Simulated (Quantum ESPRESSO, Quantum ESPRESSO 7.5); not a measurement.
# Work function and surface energy of Sr(111) against thickness

How thick must a slab of Sr(111) be?

Calculated with Quantum ESPRESSO 7.5; plane-wave DFT, PBE, GBRV ultrasoft pseudopotentials.

**Measured values to reproduce.**

“Anisotropic work function of elemental crystals” (2019, arxiv:1902.07811) quotes from earlier work for Sr (polycrystalline sample, no single face): work function, loosely compared (polycrystalline sample, no single face) 2.59 eV.

**1. Set-up**

The cell holds 8 atoms: 8 Sr. Its edges and angles: a = 4.299 Å, b = 4.299 Å, c = 39.572 Å, α = 90.0°, β = 90.0°, γ = 60.0°. It derives from Sr. Vacuum lies along c.

Coordinates:

```
CELL_PARAMETERS angstrom
4.29921 0.00000 0.00000
2.14960 3.72322 0.00000
0.00000 0.00000 39.57203
ATOMIC_POSITIONS crystal
Sr 0.66667 0.66667 0.18953
Sr 0.00000 0.00000 0.27823
Sr 0.33333 0.33333 0.36694
Sr 0.66667 0.66667 0.45565
Sr 0.00000 0.00000 0.54435
Sr 0.33333 0.33333 0.63306
Sr 0.66667 0.66667 0.72177
Sr 0.00000 0.00000 0.81047
```

**2. Running the series**

ASE writes the inputs, starts pw.x and reads the results. Under ESM bc1 the zero of energy of a symmetric slab is the vacuum, so the work function is minus the Fermi level.

The input, run.py:

```python
import json
import numpy as np
from ase.build import fcc111
from ase.calculators.espresso import Espresso, EspressoProfile

profile = EspressoProfile(command='mpirun -n 4 pw.x -nk 4', pseudo_dir='../pseudo')
pseudopotentials = {'Sr': 'sr_pbe_v1.uspp.F.UPF'}
system = {'ecutwfc': 40, 'ecutrho': 200, 'occupations': 'smearing', 'smearing': 'mv', 'degauss': 0.02}


def calculator(name, kpts, **extra):
    data = dict(control=dict(tprnfor=True, verbosity='high', disk_io='none'),
                system=system | extra,
                electrons=dict(conv_thr=1e-07, mixing_beta=0.4, mixing_mode='local-TF',
                               electron_maxstep=100))
    return Espresso(profile=profile, directory=name, pseudopotentials=pseudopotentials, kpts=kpts, input_data=data)


def centre(atoms):
    z = atoms.positions[:, 2]
    atoms.positions[:, 2] -= (z.max() + z.min()) / 2  # ESM wants the slab about z = 0
    return atoms


rows = []
for n in [3, 4, 5, 6, 7, 8]:
    slab = centre(fcc111('Sr', size=(1, 1, n), a=6.08, vacuum=7.5, periodic=True))
    slab.set_initial_magnetic_moments([0.0] * n)
    slab.calc = calculator(f'n{n}', (6, 6, 1), assume_isolated='esm', esm_bc='bc1')
    energy = slab.get_potential_energy()
    work = -slab.calc.get_fermi_level()
    force = slab.get_forces()[-1, 2]
    rows.append([n, energy, work, force])
    print(f'{n} layers: E = {energy:.5f} eV, work function {work:.3f} eV, force on the top atom {force:+.3f} eV/A')

n, energy = np.array(rows)[:, :2].T
slope, offset = np.polyfit(n[1:], energy[1:], 1)
area = np.linalg.norm(np.cross(*slab.cell[:2]))
gamma = offset / (2 * area) * 16.0218
print(f'bulk energy from the slope {slope:.5f} eV an atom; unrelaxed surface energy {gamma:.3f} J/m^2')
json.dump(dict(rows=rows, slope=slope, gamma=gamma), open('result.json', 'w'))
```

On the command line:

```bash
$ OMP_NUM_THREADS=1 python run.py
```

What it wrote:

```text
3 layers: E = -2862.44609 eV, work function 2.647 eV, force on the top atom -0.088 eV/A
4 layers: E = -3816.82029 eV, work function 2.671 eV, force on the top atom -0.076 eV/A
5 layers: E = -4771.18658 eV, work function 2.679 eV, force on the top atom -0.070 eV/A
6 layers: E = -5725.55587 eV, work function 2.683 eV, force on the top atom -0.064 eV/A
7 layers: E = -6679.92690 eV, work function 2.679 eV, force on the top atom -0.065 eV/A
8 layers: E = -7634.29855 eV, work function 2.679 eV, force on the top atom -0.071 eV/A
bulk energy from the slope -954.36968 eV an atom; unrelaxed surface energy 0.331 J/m^2
```

Run time: 13 min. Hardware: 4 MPI ranks of Arm Neoverse V1, shared host; peak memory 1.8 GiB; 50 min of CPU time.

The input that ASE wrote for the first run, and its log:

```
&CONTROL
   verbosity        = 'high'
   tprnfor          = .true.
   disk_io          = 'none'
   pseudo_dir       = '../pseudo'
/
&SYSTEM
   ecutwfc          = 40
   ecutrho          = 200
   occupations      = 'smearing'
   degauss          = 0.02
   smearing         = 'mv'
   assume_isolated  = 'esm'
   esm_bc           = 'bc1'
   ntyp             = 1
   nat              = 3
   ibrav            = 0
/
&ELECTRONS
   electron_maxstep = 100
   conv_thr         = 1e-07
   mixing_mode      = 'local-TF'
   mixing_beta      = 0.4
/
&IONS
/
&CELL
/
&FCP
/
&RISM
/
ATOMIC_SPECIES
Sr 87.62 sr_pbe_v1.uspp.F.UPF

K_POINTS automatic
6 6 1  0 0 0

CELL_PARAMETERS angstrom
4.29920922961421 0.00000000000000 0.00000000000000
2.14960461480710 3.72322440903043 0.00000000000000
0.00000000000000 0.00000000000000 22.02057927334585

ATOMIC_POSITIONS angstrom
Sr 2.1496046148 1.2410748030 -3.5102896367  
Sr -0.0000000000 2.4821496060 0.0000000000  
Sr 0.0000000000 0.0000000000 3.5102896367
```

```text
Program PWSCF v.7.5 starts
[citation notice left out]

     Parallel version (MPI & OpenMP), running on       4 processor cores
     Number of MPI processes:                 4
     Threads/MPI process:                     1

     MPI processes distributed on     1 nodes
[... 1 line left out ...]

Warning: card &CELL ignored
Warning: card &FCP ignored
Warning: card &RISM ignored

     Current dimensions of program PWSCF are:
     Max number of different atomic species (ntypx) = 10
     Max number of k-points (npk) =  40000
     Max angular momentum in pseudopotentials (lmaxx) =  4
     Message from routine setup:
     using ibrav=0 with symmetry is DISCOURAGED, use correct ibrav instead

     K-points division:     npool     =       4
     Subspace diagonalization in iterative solution of the eigenvalue problem:
     a serial algorithm will be used

     G-vector sticks info
     --------------------
     sticks:   dense  smooth     PW     G-vecs:    dense   smooth      PW
     Sum         913     733    211               113755    81371   12937

     Using Slab Decomposition

     bravais-lattice index     =            0
     lattice parameter (alat)  =       8.1243  a.u.
     unit-cell volume          =    2378.6642 (a.u.)^3
     number of atoms/cell      =            3
     number of atomic types    =            1
     number of electrons       =        30.00
     number of Kohn-Sham states=           19
     kinetic-energy cutoff     =      40.0000  Ry
     charge density cutoff     =     200.0000  Ry
     scf convergence threshold =      1.0E-07
     mixing beta               =       0.4000
     number of iterations used =            8  local-TF  mixing
     Exchange-correlation= SLA  PW   PBE  PBE
                           (   1   4   3   4   0   0   0)

     Effective Screening Medium Method
     =================================
     Boundary Conditions: Vacuum-Slab-Vacuum
     total charge in unit cell        =   0.0000
     grid points for fit at edges     =        4

[... 10 lines left out ...]
     PseudoPot. # 1 for Sr read from file:
     ../pseudo/sr_pbe_v1.uspp.F.UPF
     Pseudo is Ultrasoft + core correction, Zval = 10.0
     Generated by new atomic code, or converted to UPF format
     Using radial grid of  883 points,  6 beta functions with:
                l(1) =   0
                l(2) =   0
                l(3) =   1
                l(4) =   1
                l(5) =   2
                l(6) =   2
     Q(r) pseudized with  6 coefficients,  rinner =    1.400   1.400   1.400
                                                       1.400   1.400

     atomic species   valence    mass     pseudopotential
     Sr               10.00    87.62000     Sr( 1.00)

     12 Sym. Ops., with inversion, found ( 6 have fractional translation)

                                    s                        frac. trans.

      isym =  1     identity

[... 632 lines left out ...]
   -21.5406 -21.2816 -21.1974 -21.1974  -6.0803  -5.4146  -4.4320  -2.6370
    -2.2450  -1.6629  -0.8710

     occupation numbers
     1.0000   1.0000   1.0000   1.0000   1.0000   1.0000   1.0000   1.0000
     1.0000   1.0000   1.0000   1.0000   1.0000   1.0000   1.0000   0.3757
     0.0044   0.0000   0.0000

[... 48 lines left out ...]

     the Fermi energy is    -2.6470 ev

!    total energy              =    -210.38592585 Ry
     estimated scf accuracy    <       0.00000009 Ry
     smearing contrib. (-TS)   =      -0.00557791 Ry
     internal energy E=F+TS    =    -210.38034794 Ry

     The total energy is F=E-TS. E is the sum of the following terms:
     one-electron contribution =    1178.28375562 Ry
     hartree contribution      =    -595.07783909 Ry
     xc contribution           =     -54.29163843 Ry
     ewald contribution        =    -739.29462604 Ry

     convergence has been achieved in  33 iterations

     negative rho (up, down):  1.992E-01 0.000E+00

     Forces acting on atoms (cartesian axes, Ry/au):

     atom    1 type  1   force =     0.00000000   -0.00000000    0.00341196
     atom    2 type  1   force =     0.00000000    0.00000000    0.00000000
     atom    3 type  1   force =     0.00000000    0.00000000   -0.00341196
     The non-local contrib.  to forces
     atom    1 type  1   force =     0.00000000   -0.00000000    0.00831799
     atom    2 type  1   force =     0.00000000    0.00000000    0.00000000
     atom    3 type  1   force =    -0.00000000    0.00000000   -0.00831799
     The ionic contribution  to forces
     atom    1 type  1   force =     0.00000000   -0.00000000  -43.79499905
     atom    2 type  1   force =    -0.00000000    0.00000000    0.00000000
     atom    3 type  1   force =    -0.00000000   -0.00000000   43.79499905
     The local contribution  to forces
     atom    1 type  1   force =     0.00000000    0.00000000   43.79182011
     atom    2 type  1   force =    -0.00000000    0.00000000   -0.00000291
     atom    3 type  1   force =    -0.00000000   -0.00000000  -43.79182593
     The core correction contribution to forces
     atom    1 type  1   force =    -0.00000000   -0.00000000   -0.00092953
     atom    2 type  1   force =     0.00000000   -0.00000000    0.00000000
     atom    3 type  1   force =     0.00000000    0.00000000    0.00092953
     The Hubbard contrib.    to forces
     atom    1 type  1   force =     0.00000000    0.00000000    0.00000000
     atom    2 type  1   force =     0.00000000    0.00000000    0.00000000
     atom    3 type  1   force =     0.00000000    0.00000000    0.00000000
     The SCF correction term to forces
     atom    1 type  1   force =    -0.00000000    0.00000000   -0.00080048
     atom    2 type  1   force =    -0.00000000    0.00000000   -0.00000002
     atom    3 type  1   force =     0.00000000   -0.00000000    0.00080044

     Total force =     0.004825     Total SCF correction =     0.001132
     SCF correction compared to forces is large: reduce conv_thr to get better values
     Message from routine punch:
     Nothing written, as per user request (disk_io='none')

[... 1 line left out ...]

[... 1 line left out ...]

[... 1 line left out ...]

[... 3 lines left out ...]

[... 1 line left out ...]

[... 2 lines left out ...]

[... 1 line left out ...]

[... 1 line left out ...]

=------------------------------------------------------------------------------=
   JOB DONE.
=------------------------------------------------------------------------------=
```

Numbers from this step:

```
surface energy                     : 0.3305 J/m²
work function of the thickest slab : 2.679 eV
```

Table of work function by layers:

```csv
layers,work function (eV)
3.00,2.65
4.00,2.67
5.00,2.68
6.00,2.68
7.00,2.68
8.00,2.68
```

The force on the top atom along the normal by layers:

```csv
layers,force on the top atom along the normal (eV/Å)
3.00,-0.0877
4.00,-0.0764
5.00,-0.0704
6.00,-0.0644
7.00,-0.0654
8.00,-0.0709
```

Energy less the bulk line's slope against layers:

| layers | energy less the bulk line's slope (meV) |
| --- | --- |
| 3.00 | 663 |
| 4.00 | 658 |
| 5.00 | 662 |
| 6.00 | 662 |
| 7.00 | 661 |
| 8.00 | 659 |

**3. Running the series: PBE, SG15 norm-conserving**

Level of this step: plane-wave DFT, PBE, SG15 norm-conserving pseudopotentials (Quantum ESPRESSO 7.5).

run.py is the input of step 2 with these lines changed:

```diff
@@ -6,4 +6,4 @@
 profile = EspressoProfile(command='mpirun -n 4 pw.x -nk 4', pseudo_dir='../pseudo')
-pseudopotentials = {'Sr': 'sr_pbe_v1.uspp.F.UPF'}
-system = {'ecutwfc': 40, 'ecutrho': 200, 'occupations': 'smearing', 'smearing': 'mv', 'degauss': 0.02}
+pseudopotentials = {'Sr': 'Sr_ONCV_PBE-1.2.upf'}
+system = {'ecutwfc': 60, 'ecutrho': 240, 'occupations': 'smearing', 'smearing': 'mv', 'degauss': 0.02}
```

On the command line:

```bash
$ OMP_NUM_THREADS=1 python run.py
```

What it wrote:

```text
3 layers: E = -2541.01585 eV, work function 2.651 eV, force on the top atom -0.080 eV/A
4 layers: E = -3388.24759 eV, work function 2.673 eV, force on the top atom -0.074 eV/A
5 layers: E = -4235.47129 eV, work function 2.682 eV, force on the top atom -0.063 eV/A
6 layers: E = -5082.69810 eV, work function 2.684 eV, force on the top atom -0.070 eV/A
7 layers: E = -5929.92665 eV, work function 2.681 eV, force on the top atom -0.067 eV/A
8 layers: E = -6777.15582 eV, work function 2.681 eV, force on the top atom -0.067 eV/A
bulk energy from the slope -847.22718 eV an atom; unrelaxed surface energy 0.332 J/m^2
```

Elapsed: 34 min, on 4 MPI ranks; peak memory 2.2 GiB; 2.3 h of CPU time.

Read from the output:

| Property | Result |
| --- | --- |
| surface energy | 0.3319 J/m² |
| work function of the thickest slab | 2.681 eV |

The work function by layers:

```csv
layers,work function (eV)
3.00,2.65
4.00,2.67
5.00,2.68
6.00,2.68
7.00,2.68
8.00,2.68
```

The force on the top atom along the normal by layers:

```csv
layers,force on the top atom along the normal (eV/Å)
3.00,-0.0804
4.00,-0.0743
5.00,-0.0629
6.00,-0.0697
7.00,-0.0668
8.00,-0.0671
```

The energy less the bulk line's slope by layers:

| layers | energy less the bulk line's slope (meV) |
| --- | --- |
| 3.00 | 666 |
| 4.00 | 661 |
| 5.00 | 665 |
| 6.00 | 665 |
| 7.00 | 664 |
| 8.00 | 662 |

**4. Worked from the printed numbers**

γ = (E_N − N e_bulk)/(2A). The excess of the thickest slab is 0.659 eV and A = 16.007 Å²: 0.659/(2 × 16.007) × 16.02 = 0.33 J/m² (1 eV/Å² = 16.02 J/m²); the fit's intercept gives 0.33.

**5. Outcome**

| Quantity | Value |
| --- | --- |
| work function of the thickest slab, PBE, GBRV ultrasoft | 2.68 eV |
| unrelaxed surface energy, PBE, GBRV ultrasoft | 0.33 J/m² |
| work function of the thickest slab, PBE, SG15 norm-conserving | 2.68 eV |
| unrelaxed surface energy, PBE, SG15 norm-conserving | 0.33 J/m² |

**Reading.** The thickest slab gives a work function of 2.68 eV and the series an unrelaxed surface energy of 0.33 J/m² (PBE, GBRV ultrasoft). The work function swings by 0.04 eV over 3 to 8 layers and by 0.00 eV over the last step; confined states crossing the Fermi level and the finite mesh both contribute. From 3 layers on it stays within 0.1 eV. The force on the top atom of the thickest slab points inwards (0.07 eV/Å). The slabs are cut from the bulk at the tabulated lattice constant and not relaxed; the surface energy comes from a straight line through the energies of all but the thinnest slab.

Computed beside measured:

| quantity | measured | PBE, GBRV | PBE, SG15 |
| --- | --- | --- | --- |
| work function, loosely compared (polycrystalline sample, no single face) (eV) | 2.59 | 2.68 (+0.09 eV) | 2.68 (+0.09 eV) |

Measured values from arxiv:1902.07811 (2019).

Verdict: A polycrystal averages over faces, so this is a loose comparison.

[Logs are printed without paths, hosts, clocks, repeated set-up lines and the standing remarks that a program may print on its own settings, such as how far it seeks lower states.]

[Hosts, paths, dates, database ids (printed as entryN), source tags and the programs' standing remarks are cut or masked in the printed files.]

[Maps of the electrostatic potential energy from Ansatz leave out the sawtooth potential of an applied field or a dipole correction, so their vacuum need not be flat; planar profiles and work functions include it.]
